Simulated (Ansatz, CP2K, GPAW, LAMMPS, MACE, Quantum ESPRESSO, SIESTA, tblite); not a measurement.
# Quantum ESPRESSO on amorphous Ge (61 atoms): settings against a plane-wave reference

Aim: run amorphous Ge (61 atoms) in Quantum ESPRESSO and see how near its forces come to a plane-wave reference, and at what cost.

Program: Quantum ESPRESSO 7.5. Level of theory: the method is named at each step. Results are calculated unless marked as measured.

### 1. Set-up

The cell holds 61 atoms: 61 Ge. Its edges and angles: a = 11.512 Å, b = 11.512 Å, c = 11.512 Å, α = 90.0°, β = 90.0°, γ = 90.0°. 61 atoms (61 Ge) placed at random at 4.82 g/cm³, melted at 3500 K for 10 ps at fixed volume with the Tersoff potential (Tersoff, Phys. Rev. B 39, 5566 (1989)). Quenched from 3500 K to 100 K at 5 K/ps and fixed volume, held 5 ps, then minimised at fixed cell.

The yardstick, on the same geometry:

| Quantity | Value |
| --- | --- |
| method | Kohn-Sham DFT, PBE, PAW, plane waves (Ansatz 0.2.0); cutoff 420 eV, Γ point, fermi-dirac smearing of 0.05 eV; PAW set soft_2 |
| r.m.s. force component | 0.2389 eV/Å |
| longest force | 1.21 eV/Å |
| pressure | 0.5764 GPa |
| SCF cycles | 10 |
| time | 16 s on 8 threads of Arm Neoverse V1, shared host |
| CPU time | 2 min |

### 2. PBE, sssp-1.3.0-efficiency, 45/360 Ry

Method: Kohn-Sham DFT, PBE, SSSP efficiency 1.3.0 pseudopotentials, plane waves.

pw.in reads:

```
&control
  calculation = 'scf'
  pseudo_dir = './pseudo'
  outdir = './tmp'
  disk_io = 'none'
  tprnfor = .true.
  tstress = .true.
/
&system
  ibrav = 0
  nat = 61
  ntyp = 1
  ecutwfc = 45
  ecutrho = 360
  nosym = .true.
  occupations = 'smearing'
  smearing = 'fd'
  degauss = 0.003675
/
&electrons
  conv_thr = 3.0e-07
  electron_maxstep = 100
  mixing_beta = 0.2
  mixing_mode = 'local-TF'
  diagonalization = 'david'
/
ATOMIC_SPECIES
Ge 72.630 Ge.upf
CELL_PARAMETERS angstrom
11.51210 0.00000 0.00000
0.00000 11.51210 0.00000
0.00000 0.00000 11.51210
ATOMIC_POSITIONS crystal
Ge 0.61375 0.27767 0.05761
Ge 0.20804 0.95453 0.23365
Ge 0.99885 0.97291 0.27892
Ge 0.62929 0.26978 0.72823
Ge 0.19287 0.96700 0.58210
Ge 0.40559 0.48708 0.26146
Ge 0.90153 0.17218 0.56666
Ge 0.57874 0.22414 0.38823
Ge 0.89280 0.69759 0.66155
Ge 0.76708 0.43131 0.77615
Ge 0.66442 0.14943 0.89674
Ge 0.99766 0.18479 0.75885
Ge 0.32267 0.11894 0.91490
Ge 0.39387 0.68786 0.50384
Ge 0.28000 0.30886 0.20601
Ge 0.49004 0.86676 0.42429
Ge 0.13914 0.53512 0.87851
Ge 0.57803 0.43769 0.37355
Ge 0.44020 0.66749 0.14591
Ge 0.97592 0.38732 0.83240
Ge 0.98782 0.98098 0.49261
Ge 0.41400 0.79556 0.82418
Ge 0.68478 0.14912 0.55931
Ge 0.39748 0.30133 0.01673
Ge 0.98806 0.17604 0.06397
Ge 0.78031 0.72407 0.30180
Ge 0.87524 0.07918 0.91094
Ge 0.44784 0.39105 0.69421
Ge 0.23591 0.58424 0.36741
Ge 0.94185 0.38384 0.51444
Ge 0.83189 0.82825 0.50072
Ge 0.61359 0.86697 0.75694
Ge 0.77401 0.75266 0.83857
Ge 0.10113 0.45716 0.20910
Ge 0.88316 0.16291 0.24540
Ge 0.20800 0.13993 0.72060
Ge 0.28616 0.30066 0.58620
Ge 0.74841 0.44510 0.07318
Ge 0.47304 0.62499 0.94000
Ge 0.67120 0.14189 0.21070
Ge 0.95478 0.38370 0.04318
Ge 0.58250 0.80134 0.23987
Ge 0.36213 0.21063 0.39795
Ge 0.78529 0.52487 0.59044
Ge 0.26854 0.77559 0.65966
Ge 0.14253 0.46757 0.54279
Ge 0.63215 0.95601 0.10107
Ge 0.08264 0.64350 0.08080
Ge 0.75353 0.50866 0.27661
Ge 0.92182 0.37440 0.31003
Ge 0.31925 0.00190 0.40871
Ge 0.68258 0.57554 0.91488
Ge 0.24044 0.73992 0.19283
Ge 0.64852 0.93385 0.55868
Ge 0.81677 0.88852 0.99920
Ge 0.35384 0.46194 0.88019
[... 1 atom lines left out ...]
Ge 0.92685 0.79876 0.15968
Ge 0.19751 0.12596 0.09701
Ge 0.50615 0.99373 0.91795
Ge 0.10786 0.63201 0.68839
K_POINTS gamma
```

Run with:

```sh
OMP_NUM_THREADS=1 mpirun -np 4 pw.x -in pw.in > output.txt
```

Log:

```text
Program PWSCF
     gamma-point specific algorithms are used
     one sub-group per band group will be used
     scalapack distributed-memory algorithm (size of sub-group:  2*  2 procs)
     Parallelization info
     sticks:   dense  smooth     PW     G-vecs:    dense   smooth      PW
     Min        3382    1693    422               296834   104998   13126
     Max        3384    1696    424               296848   105008   13132
     Sum       13533    6777   1693              1187367   420005   52515
     bravais-lattice index     =            0
     lattice parameter (alat)  =      21.7547  a.u.
     unit-cell volume          =   10295.8039 (a.u.)^3
     number of atoms/cell      =           61
     number of atomic types    =            1
     number of electrons       =       854.00
     number of Kohn-Sham states=          512
     kinetic-energy cutoff     =      45.0000  Ry
     charge density cutoff     =     360.0000  Ry
     scf convergence threshold =      3.0E-07
     mixing beta               =       0.2000
     number of iterations used =            8  local-TF  mixing
     Exchange-correlation=  SLA  PW   PBX  PBC
                           (   1   4   3   4   0   0   0)
     crystal axes: (cart. coord. in units of alat)
               a(1) = (   1.000000   0.000000   0.000000 )
               a(2) = (   0.000000   1.000000   0.000000 )
               a(3) = (   0.000000   0.000000   1.000000 )
     reciprocal axes: (cart. coord. in units 2 pi/alat)
               b(1) = (  1.000000  0.000000  0.000000 )
               b(2) = (  0.000000  1.000000  0.000000 )
               b(3) = (  0.000000  0.000000  1.000000 )
     PseudoPot. # 1 for Ge:
     Pseudo is Ultrasoft + core correction, Zval = 14.0
     atomic species   valence    mass     pseudopotential
     Ge               14.00    72.63000     Ge( 1.00)
     No symmetry found
   Cartesian axes
     number of k points=     1  Fermi-Dirac smearing, width (Ry)=  0.0037
                       cart. coord. in units 2pi/alat
        k(    1) = (   0.0000000   0.0000000   0.0000000), wk =   2.0000000
     Dense  grid:   593684 G-vectors     FFT dimensions: ( 135, 135, 135)
     Smooth grid:   210003 G-vectors     FFT dimensions: (  96,  96,  96)
     Initial potential from superposition of free atoms
     starting charge     853.9467, renormalised to     854.0000
     Starting wfcs are  549 randomized atomic wfcs
     Self-consistent Calculation
     iteration #  1     ecut=    45.00 Ry     beta= 0.20
     Threshold (ethr) on eigenvalues was too large:
     Diagonalizing with lowered threshold
     total energy              =  -13031.84298094 Ry
     estimated scf accuracy    <       1.09849550 Ry
     iteration #  2     ecut=    45.00 Ry     beta= 0.20
     total energy              =  -13031.63723114 Ry
     estimated scf accuracy    <       0.83181677 Ry
     iteration #  3     ecut=    45.00 Ry     beta= 0.20
     total energy              =  -13031.69777139 Ry
     estimated scf accuracy    <       0.02834426 Ry
     iteration #  4     ecut=    45.00 Ry     beta= 0.20
     total energy              =  -13031.69875608 Ry
     estimated scf accuracy    <       0.02496160 Ry
     iteration #  5     ecut=    45.00 Ry     beta= 0.20
     total energy              =  -13031.70015643 Ry
     estimated scf accuracy    <       0.00239927 Ry
     iteration #  6     ecut=    45.00 Ry     beta= 0.20
     total energy              =  -13031.70005115 Ry
     estimated scf accuracy    <       0.00106401 Ry
     iteration #  7     ecut=    45.00 Ry     beta= 0.20
     total energy              =  -13031.70016487 Ry
     estimated scf accuracy    <       0.00005819 Ry
     iteration #  8     ecut=    45.00 Ry     beta= 0.20
     total energy              =  -13031.70017523 Ry
     estimated scf accuracy    <       0.00002930 Ry
     iteration #  9     ecut=    45.00 Ry     beta= 0.20
     total energy              =  -13031.70018040 Ry
     estimated scf accuracy    <       0.00000235 Ry
     iteration # 10     ecut=    45.00 Ry     beta= 0.20
     total energy              =  -13031.70018138 Ry
     estimated scf accuracy    <       0.00000125 Ry
     iteration # 11     ecut=    45.00 Ry     beta= 0.20
     End of self-consistent calculation
          k = 0.0000 0.0000 0.0000 ( 26258 PWs)   bands (ev):
   -17.6726 -17.6502 -17.6349 -17.6335 -17.6240 -17.6210 -17.6186 -17.6176
   -17.6136 -17.6079 -17.6058 -17.6026 -17.6019 -17.5990 -17.5952 -17.5934
   -17.5909 -17.5908 -17.5889 -17.5864 -17.5851 -17.5843 -17.5800 -17.5787
   -17.5779 -17.5754 -17.5737 -17.5709 -17.5683 -17.5672 -17.5670 -17.5633
   -17.5619 -17.5607 -17.5596 -17.5572 -17.5553 -17.5546 -17.5505 -17.5501
   -17.5480 -17.5470 -17.5451 -17.5434 -17.5413 -17.5413 -17.5389 -17.5373
   -17.5352 -17.5344 -17.5310 -17.5281 -17.5269 -17.5245 -17.5240 -17.5216
   -17.5204 -17.5182 -17.5173 -17.5137 -17.5130 -17.5126 -17.5110 -17.5094
   -17.5069 -17.5058 -17.5035 -17.5012 -17.5005 -17.5001 -17.4989 -17.4984
   -17.4956 -17.4945 -17.4934 -17.4931 -17.4917 -17.4897 -17.4892 -17.4872
   -17.4858 -17.4839 -17.4828 -17.4816 -17.4810 -17.4800 -17.4777 -17.4761
   -17.4755 -17.4733 -17.4720 -17.4710 -17.4694 -17.4681 -17.4668 -17.4667
[...]
10.3426  10.4410  10.5197  10.5247  10.5729  10.6216  10.6890  10.8299
    10.8588  10.8761  10.9079  11.0112  11.0742  11.1285  11.1477  11.2550
    11.2904  11.3549  11.3823  11.4336  11.5144  11.5197  11.6066  11.6376
    11.6754  11.7214  11.8119  11.8454  11.8869  11.9428  11.9699  12.0521
    12.1147  12.1340  12.2259  12.2754  12.3506  12.3740  12.4421  12.5047
     the Fermi energy is     7.0723 ev
!    total energy              =  -13031.70018331 Ry
     estimated scf accuracy    <       0.00000014 Ry
     smearing contrib. (-TS)   =      -0.00900989 Ry
     internal energy E=F+TS    =  -13031.69117342 Ry
     The total energy is F=E-TS. E is the sum of the following terms:
     one-electron contribution =   -9320.25267847 Ry
     hartree contribution      =    5416.40079650 Ry
     xc contribution           =   -3554.89543826 Ry
     ewald contribution        =   -5572.94385320 Ry
     convergence has been achieved in  11 iterations
     Forces acting on atoms (cartesian axes, Ry/au):
     atom    1 type  1   force =    -0.00600150    0.01412257   -0.00287884
     atom    2 type  1   force =    -0.00478712   -0.00526368   -0.00690510
     atom    3 type  1   force =    -0.00257479   -0.01235449    0.00080067
     atom    4 type  1   force =    -0.00696411    0.00317550   -0.00187790
     atom    5 type  1   force =    -0.00529727   -0.00034927    0.00604583
     atom    6 type  1   force =    -0.01552747    0.00388698    0.00436834
     atom    7 type  1   force =     0.00518212    0.01057204    0.00480678
     atom    8 type  1   force =     0.00362253    0.00183304   -0.00470189
     atom    9 type  1   force =     0.01174295   -0.00696609    0.00763741
     atom   10 type  1   force =    -0.00023579   -0.01061956   -0.00748229
     atom   11 type  1   force =     0.00045910   -0.00425729   -0.01493384
     atom   12 type  1   force =    -0.00607816   -0.01391234    0.00100513
[...]
atom   57 type  1   force =     0.01262749    0.01221619    0.00009531
     atom   58 type  1   force =     0.01166808    0.00332001    0.00196524
     atom   59 type  1   force =    -0.00352961   -0.01451952   -0.00766227
     atom   60 type  1   force =     0.01057398   -0.00338496    0.00908160
     atom   61 type  1   force =    -0.01013011    0.00590457    0.00066782
     Total force =     0.125649     Total SCF correction =     0.001928
     Computing stress (Cartesian axis) and pressure
          total   stress  (Ry/bohr**3)                   (kbar)     P=        3.31
  -0.00012953   0.00009236  -0.00002255          -19.05       13.59       -3.32
   0.00009236   0.00001118  -0.00005597           13.59        1.64       -8.23
  -0.00002255  -0.00005597   0.00018583           -3.32       -8.23       27.34
     Message from routine punch:
     Nothing written, as per user request (disk_io='none')
```

It took 3.4 min on 4 MPI ranks of Arm Neoverse V1, shared host; peak memory 4.4 GiB.

Banners, paths, timers and routine set-up lines are dropped from the logs unmarked, and long logs keep their key lines alone; longer cuts are marked.

Compared with the plane-wave run:

| Property | Result |
| --- | --- |
| r.m.s. force component | 0.2388 eV/Å |
| r.m.s. difference of force components | 2.083 meV/Å |
| longest difference of force vectors | 5.859 meV/Å |
| force difference over r.m.s. force | 0.8716 % |
| slope of forces against the reference's | 0.9995 |
| correlation of force components | 1 |
| pressure | 0.331 GPa |
| pressure difference | -0.2454 GPa |

A closer look about Ge20, picked at random: 9 atoms, nearest first, numbered in the order of the input, with positions taken from that point.

```
atom      x      y      z  distance (Å)  bonds     Fx     Fy  Fz (eV/Å)
Ge20   0.00   0.00   0.00          0.00      4   0.00  -0.12      -0.62
Ge41  -0.24  -0.04   2.43          2.44      4   0.29   0.26       0.56
Ge12   0.25  -2.33  -0.85          2.49      4  -0.16  -0.36       0.03
Ge10  -2.40   0.51  -0.65          2.54      4  -0.01  -0.27      -0.19
Ge17   1.88   1.70   0.53          2.59      4  -0.11   0.02       0.13
Ge61   1.52   2.82  -1.66          3.60      4  -0.26   0.15       0.02
Ge25   0.14  -2.43   2.67          3.61      4  -0.01  -0.52       0.09
Ge30  -0.39  -0.04  -3.66          3.68      4   0.19  -0.11       0.37
Ge27  -1.16  -3.55   0.90          3.84      4   0.06   0.00      -0.19
```

Forces lie 0.87 % from the reference's, at 6.6 times its CPU time (on 4 against 8 cores).

### 3. PBE, dojo-0.4.1-standard, 80/320 Ry

Method: Kohn-Sham DFT, PBE, PseudoDojo 0.4.1 standard norm-conserving pseudopotentials, plane waves.

The pseudopotential files are exchanged too: ./pseudo now holds the set dojo-sr-pbe-0.4.1-standard.

Changes to pw.in since step 2:

```diff
@@ -12,4 +12,4 @@
   ntyp = 1
-  ecutwfc = 45
-  ecutrho = 360
+  ecutwfc = 80
+  ecutrho = 320
   nosym = .true.
```

Log:

```text
[banner, memory and clock lines left out]
Program PWSCF
     gamma-point specific algorithms are used
     one sub-group per band group will be used
     bravais-lattice index     =            0
[... lines left out ...]
     number of k points=     1  Fermi-Dirac smearing, width (Ry)=  0.0037
[... lines left out ...]
     total energy              =  -10896.35676123 Ry
[... lines left out ...]
     total energy              =  -10896.14672912 Ry
[... lines left out ...]
     total energy              =  -10896.21226630 Ry
[... lines left out ...]
     total energy              =  -10896.21562238 Ry
[... lines left out ...]
     total energy              =  -10896.21562261 Ry
[... lines left out ...]
     the Fermi energy is     8.0574 ev
!    total energy              =  -10896.21562254 Ry
     estimated scf accuracy    <       0.00000023 Ry
     smearing contrib. (-TS)   =      -0.00895703 Ry
     internal energy E=F+TS    =  -10896.20666551 Ry
     The total energy is F=E-TS. E is the sum of the following terms:
     one-electron contribution =   -6412.01137643 Ry
     hartree contribution      =    3749.66547075 Ry
     xc contribution           =   -2660.91690663 Ry
     ewald contribution        =   -5572.94385320 Ry
     convergence has been achieved in  12 iterations
     Forces acting on atoms (cartesian axes, Ry/au):
     atom    1 type  1   force =    -0.00631791    0.01440814   -0.00279109
     atom    2 type  1   force =    -0.00461144   -0.00536351   -0.00705957
     atom    3 type  1   force =    -0.00275852   -0.01225836    0.00062474
[...]
atom   60 type  1   force =     0.01057274   -0.00328377    0.00919822
     atom   61 type  1   force =    -0.01040883    0.00583051    0.00051760
     Total force =     0.126245     Total SCF correction =     0.002784
     Computing stress (Cartesian axis) and pressure
          total   stress  (Ry/bohr**3)                   (kbar)     P=        6.53
  -0.00010770   0.00009240  -0.00002242          -15.84       13.59       -3.30
   0.00009240   0.00003287  -0.00005606           13.59        4.83       -8.25
  -0.00002242  -0.00005606   0.00020803           -3.30       -8.25       30.60
     Message from routine punch:
     Nothing written, as per user request (disk_io='none')
```

Wall time 6.5 min (4 MPI ranks); peak memory 4.2 GiB.

Numbers from this run, and their distance from the reference:

| Property | Result |
| --- | --- |
| r.m.s. force component | 0.2399 eV/Å |
| r.m.s. difference of force components | 3.785 meV/Å |
| longest difference of force vectors | 14.46 meV/Å |
| force difference over r.m.s. force | 1.584 % |
| slope of forces against the reference's | 1.004 |
| correlation of force components | 0.9999 |
| pressure | 0.653 GPa |
| pressure difference | 0.0766 GPa |

Against the first run (0.87 %), the force difference from the reference is 1.6 %, at 1.9 times the CPU time.

### 4. The ladder

Differences are against the plane-wave reference, forces as r.m.s. over components; share is that over the reference's r.m.s. force, slope the least-squares factor from reference forces to these. Total energies of different programs have different zeros and aren't compared.

```
                                     run  Δ force, r.m.s. (meV/Å)  share (%)  slope  Δ pressure (GPa)  cores  CPU time  memory (GiB)
                               reference                        -          -      -                 -      8     2 min           2.3
QE PBE, sssp-1.3.0-efficiency, 45/360 Ry                     2.08      0.872  1.000            -0.245      4    13 min           4.4
  QE PBE, dojo-0.4.1-standard, 80/320 Ry                     3.79       1.58  1.004            0.0766      4    26 min           4.2
```

CPU time is summed over cores on a shared host, where runs went side by side, so it is rough. Symmetry, cutoffs, thresholds, outputs and thread counts weren't matched or tuned between programs; memory under MPI is the largest rank's times the ranks.

### 5. Results

```json
{
  "nearest in forces": "QE PBE, sssp-1.3.0-efficiency, 45/360 Ry, 0.87 %",
  "its CPU time": "13 min"
}
```

PBE on plane waves or a grid with other potentials, cutoffs or grids differs from the reference by 0.87 % (QE PBE, sssp-1.3.0-efficiency, 45/360 Ry) to 1.6 % (QE PBE, dojo-0.4.1-standard, 80/320 Ry) of the r.m.s. force; this holds the reference's own error, so differences of a few per cent don't tell which side is nearer the exact PBE result (QE's 45 Ry are 612 eV, against the reference's 420 eV). None of the electronic-structure runs in the table takes under half the reference's CPU time of 2 min; they take 6.6 to 13 times as much. The quench rate of 5 K/ps is many orders above laboratory rates, so the cell is likely richer in defects and strain than a real sample. The network of bonds at the start is that of the classical potential that made the cell, and needn't be the one that DFT or experiment would give. The reference's stress is far from hydrostatic: its diagonal is -1.7, 0.4, 3.0 GPa, compression counted positive. The electronic-structure runs sample only Γ, in a cell whose shortest periodic width is 12 Å, which is coarse for a cell with partly filled levels.

[Also dropped from logs without a mark: logging warnings of Python, and SIESTA's first energy breakdown and zero terms.]

[Logs are printed without paths, hosts, clocks, repeated set-up lines and the standing remarks that a program may print on its own settings, such as how far it seeks lower states.]

[Hosts, paths, dates, database ids (printed as entryN), source tags and the programs' standing remarks are cut or masked in the printed files.]
